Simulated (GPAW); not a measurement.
# Screening of a field by 2H-TaSeTe monolayer, part 2 of 2

Aim: the dipole that a field along the normal induces in 2H-TaSeTe monolayer.

GPAW 26.7.0; GPAW, PAW setups; layer in a repeated cell with vacuum, relaxation of atoms and in-plane cell (the session's first sound run).

So far. Step 5 (In a field): The dipole is now -0.0511 e Å, against -0.015 in the run without a field. Step 8 (Field on): The dipole is now 0.0216 e Å, against -0.015 in the run without a field.

### Step 9. In a field

Level of this step: GPAW, PAW setups; slab in vacuum (GPAW).

The input, run.py:

```python
import json
import numpy as np
from ase import Atoms
from gpaw import GPAW, PW
from gpaw.external import ConstantElectricField

slab = Atoms(
    ['Te', 'Ta', 'Se'],
    positions=[
        [-0.00000, 2.07135, 9.00000],
        [-0.00000, 0.00000, 10.90486],
        [-0.00000, 2.07135, 12.49525]],
    cell=[[3.58768, 0.0, 0.0], [-1.79384, 3.10702, 0.0], [0.0, 0.0, 21.4952]],
    pbc=[True, True, False])

slab.calc = GPAW(mode=PW(400), xc='PBE', kpts={'size': (9, 9, 1), 'gamma': True},
                 occupations={'name': 'fermi-dirac', 'width': 0.05}, nbands='160%',
                 convergence={'density': 1e-05}, maxiter=200,
                 poissonsolver={'dipolelayer': 'xy'},
                 external=ConstantElectricField(0.2, [0, 0, 1]),
                 symmetry={'tolerance': 1e-3}, txt='slab.txt')
result = {}
energy = slab.get_potential_energy()
fermi = slab.calc.get_fermi_level()
v = slab.calc.get_electrostatic_potential().mean((0, 1)) - fermi
n = slab.calc.get_pseudo_density().mean((0, 1))
L = slab.cell[2, 2]
z = np.arange(len(v)) * L / len(v)
low, high = slab.positions[:, 2].min(), slab.positions[:, 2].max()
below, above = np.interp([low - 6.8, high + 6.8], z, v)
slopes = [np.interp(x, z, np.gradient(v, z)) for x in (low - 6.8, high + 6.8)]
eps = np.array([[slab.calc.get_eigenvalues(k, s) for k in range(len(slab.calc.get_ibz_k_points()))]
                for s in range(slab.calc.get_number_of_spins())]) - fermi
top, bottom = eps[eps < 0].max(), eps[eps > 0].min()
dipole = slab.get_dipole_moment()[2]
print(f'energy {energy:.4f} eV, Fermi level {fermi:.4f} eV, dipole {dipole:.5f} e A')
print(f'potential 6.8 A off the faces, from the Fermi level: lower {below:.4f} eV, upper {above:.4f} eV')
print(f'slope of the potential there: lower {slopes[0]:.5f}, upper {slopes[1]:.5f} eV/A')
print(f'nearest levels on the mesh: {top:.4f} and {bottom:.4f} eV')
print('magnetic moment', round(slab.get_magnetic_moment(), 3))
result.update(energy=energy, fermi=fermi, dipole=dipole, below=below, above=above, slopes=slopes, edges=[top, bottom],
              z=z.tolist(), v=v.tolist(), n=n.tolist(), positions=slab.positions.tolist(),
              forces=slab.get_forces(apply_constraint=False).tolist(), moments=slab.get_magnetic_moments().tolist())
json.dump(result, open('result.json', 'w'))
```

The run is started by

```
$ OMP_NUM_THREADS=1 OPENBLAS_NUM_THREADS=1 python run.py
```

What it wrote:

```text
energy -18.2302 eV, Fermi level -1.2340 eV, dipole 0.05802 e A
potential 6.8 A off the faces, from the Fermi level: lower 5.5360 eV, upper 4.5941 eV
slope of the potential there: lower 0.00004, upper -0.00004 eV/A
nearest levels on the mesh: -0.0039 and 0.0040 eV
magnetic moment 0.0
```

It took 1.9 min on 1 thread of Arm Neoverse V1, shared host; peak memory 0.29 GiB.

Table of electrostatic potential energy of an electron (without an applied field's), less the Fermi level, planar mean by z:

z (Å), electrostatic potential energy of an electron (without an applied field's), less the Fermi level, planar mean (eV) and a bar from the least value:
```
      0.0        5.1 #############################
      0.5        5.5 ##############################
      1.0        5.5 ##############################
      1.5        5.5 ##############################
      2.0        5.5 ##############################
      2.5        5.5 ##############################
      3.0        5.5 ##############################
      3.5        5.5 ##############################
      4.0        5.5 ##############################
      4.5        5.5 ##############################
      5.0        5.5 ##############################
      5.5        5.5 ##############################
      6.0        5.5 ##############################
      6.5        5.5 ##############################
      7.0        5.3 ##############################
      7.5        4.5 #############################
      8.0        1.6 #########################
      8.5       -8.1 ##############
      9.0      -19.3 
      9.5       -9.2 ############
     10.0       -3.6 ###################
     10.5      -11.4 ##########
     11.0      -17.1 ###
     11.5       -8.0 ##############
     12.0       -7.8 ##############
     12.5      -16.9 ###
     13.0       -4.7 ##################
     13.5        2.4 ##########################
     14.0        4.1 ############################
     14.5        4.5 #############################
     15.0        4.6 #############################
     15.5        4.6 #############################
     16.0        4.6 #############################
     16.5        4.6 #############################
     17.0        4.6 #############################
     17.5        4.6 #############################
     18.0        4.6 #############################
     18.5        4.6 #############################
     19.0        4.6 #############################
     19.5        4.6 #############################
     20.0        4.6 #############################
     20.5        4.6 #############################
     21.0        4.6 #############################
```

The dipole is now 0.0580 e Å, against -0.015 in the run without a field.

### Step 10. In a field

Edit run.py of step 9 so:

```diff
@@ -19,3 +19,3 @@
                  poissonsolver={'dipolelayer': 'xy'},
-                 external=ConstantElectricField(0.2, [0, 0, 1]),
+                 external=ConstantElectricField(0.3, [0, 0, 1]),
                  symmetry={'tolerance': 1e-3}, txt='slab.txt')
```

What it wrote:

```text
energy -18.2378 eV, Fermi level -1.2435 eV, dipole 0.09447 e A
potential 6.8 A off the faces, from the Fermi level: lower 5.8462 eV, upper 4.3126 eV
slope of the potential there: lower 0.00004, upper -0.00004 eV/A
nearest levels on the mesh: -0.0051 and 0.0035 eV
magnetic moment 0.0
```

It took 2 min on 1 thread; peak memory 0.29 GiB.

The electrostatic potential energy of an electron (without an applied field's), less the Fermi level, planar mean by z:

z (Å), electrostatic potential energy of an electron (without an applied field's), less the Fermi level, planar mean (eV) and a bar from the least value:
```
      0.0        5.1 #############################
      0.5        5.8 ##############################
      1.0        5.8 ##############################
      1.5        5.8 ##############################
      2.0        5.8 ##############################
      2.5        5.8 ##############################
      3.0        5.8 ##############################
      3.5        5.8 ##############################
      4.0        5.8 ##############################
      4.5        5.8 ##############################
      5.0        5.8 ##############################
      5.5        5.8 ##############################
      6.0        5.8 ##############################
      6.5        5.8 ##############################
      7.0        5.6 ##############################
      7.5        4.8 #############################
      8.0        1.8 #########################
      8.5       -7.8 ##############
      9.0      -19.1 
      9.5       -9.1 ############
     10.0       -3.5 ###################
     10.5      -11.4 #########
     11.0      -17.1 ##
     11.5       -8.1 #############
     12.0       -7.9 #############
     12.5      -17.1 ##
     13.0       -4.9 #################
     13.5        2.1 ##########################
     14.0        3.9 ############################
     14.5        4.2 ############################
     15.0        4.3 ############################
     15.5        4.3 ############################
     16.0        4.3 ############################
     16.5        4.3 ############################
     17.0        4.3 ############################
     17.5        4.3 ############################
     18.0        4.3 ############################
     18.5        4.3 ############################
     19.0        4.3 ############################
     19.5        4.3 ############################
     20.0        4.3 ############################
     20.5        4.3 ############################
     21.0        4.3 ############################
```

The dipole is now 0.0945 e Å, against -0.015 in the run without a field.

### Step 11. The series

The members are put on one axis.

This step: induced dipole against applied field (GPAW 26.7.0).

Table of dipole along the normal by field:

| field (V/Å) | dipole along the normal (e·Å) |
| --- | --- |
| -0.200 | -0.0875 |
| -0.100 | -0.0511 |
| -0.050 | -0.0329 |
| 0.000 | -0.0150 |
| 0.050 | 0.00343 |
| 0.100 | 0.0216 |
| 0.200 | 0.0580 |
| 0.300 | 0.0945 |

### Step 12. A changed run

One more run, with changed settings.

This step: GPAW, PAW setups; slab in vacuum (GPAW 26.7.0).

Edit run.py of step 10 so:

```diff
@@ -4,3 +4,2 @@
 from gpaw import GPAW, PW
-from gpaw.external import ConstantElectricField
 
@@ -17,5 +16,4 @@
                  occupations={'name': 'fermi-dirac', 'width': 0.05}, nbands='160%',
-                 convergence={'density': 1e-05}, maxiter=200,
+                 convergence={'density': 1e-05}, maxiter=50,
                  poissonsolver={'dipolelayer': 'xy'},
-                 external=ConstantElectricField(0.3, [0, 0, 1]),
                  symmetry={'tolerance': 1e-3}, txt='slab.txt')
@@ -29,4 +27,4 @@
 low, high = slab.positions[:, 2].min(), slab.positions[:, 2].max()
-below, above = np.interp([low - 6.8, high + 6.8], z, v)
-slopes = [np.interp(x, z, np.gradient(v, z)) for x in (low - 6.8, high + 6.8)]
+below, above = np.interp([low - 1.0, high + 1.0], z, v)
+slopes = [np.interp(x, z, np.gradient(v, z)) for x in (low - 1.0, high + 1.0)]
 eps = np.array([[slab.calc.get_eigenvalues(k, s) for k in range(len(slab.calc.get_ibz_k_points()))]
@@ -36,3 +34,3 @@
 print(f'energy {energy:.4f} eV, Fermi level {fermi:.4f} eV, dipole {dipole:.5f} e A')
-print(f'potential 6.8 A off the faces, from the Fermi level: lower {below:.4f} eV, upper {above:.4f} eV')
+print(f'potential 1.0 A off the faces, from the Fermi level: lower {below:.4f} eV, upper {above:.4f} eV')
 print(f'slope of the potential there: lower {slopes[0]:.5f}, upper {slopes[1]:.5f} eV/A')
```

What it wrote:

```text
energy -18.2258 eV, Fermi level -1.2180 eV, dipole -0.01500 e A
potential 1.0 A off the faces, from the Fermi level: lower 1.0694 eV, upper 2.8614 eV
slope of the potential there: lower -10.52386, upper 7.01589 eV/A
nearest levels on the mesh: -0.0015 and 0.0050 eV
magnetic moment 0.0
```

Elapsed: 32 s, on 1 thread; peak memory 0.2 GiB.

The run finished. A setting was moved off its sound value on purpose, so it serves as a test and not as the result.

The fault put into the input: the potential probed 1 A off the face (probe = 1.0).

### Step 13. What came out

```
work function, upper and lower face            : 5.160 and 4.921 eV
dipole along the normal                        : -0.0150 e Å
induced dipole per field                       : 0.364 e Å per V/Å
out-of-plane polarisability per area, α/(ε0 A) : 5.91 Å
```

In words: The field induces 0.364 e Å per V/Å, a polarisable thickness α/(ε0 A) of 5.91 Å beside 3.50 Å between the outermost nuclei. A perfect conductor would give the distance between its two image planes; a dielectric of thickness t gives t(1 - 1/ε). The two faces differ by 0.24 eV, the step that the slab's dipole makes (e p/(ε0 A) gives 0.24 eV), so the dipole layer is needed. The induced dipole is linear in the field over this range. The starting lattice was a guess from atomic radii; the relaxation moved it by -4 %. The relaxation of atoms and cell ran in a fully periodic cell without the dipole layer, so the atoms of this polar layer felt a small spurious field. The cell holds an odd number of electrons, so without spin polarisation it must come out metallic and without a moment, whatever its true state. The layer's cell and atoms come from the relaxation; spin-orbit coupling and temperature are left out.

[Logs are printed without paths, hosts, clocks, repeated set-up lines and the standing remarks that a program may print on its own settings, such as how far it seeks lower states.]

[Hosts, paths, dates, database ids (printed as entryN), source tags and the programs' standing remarks are cut or masked in the printed files.]
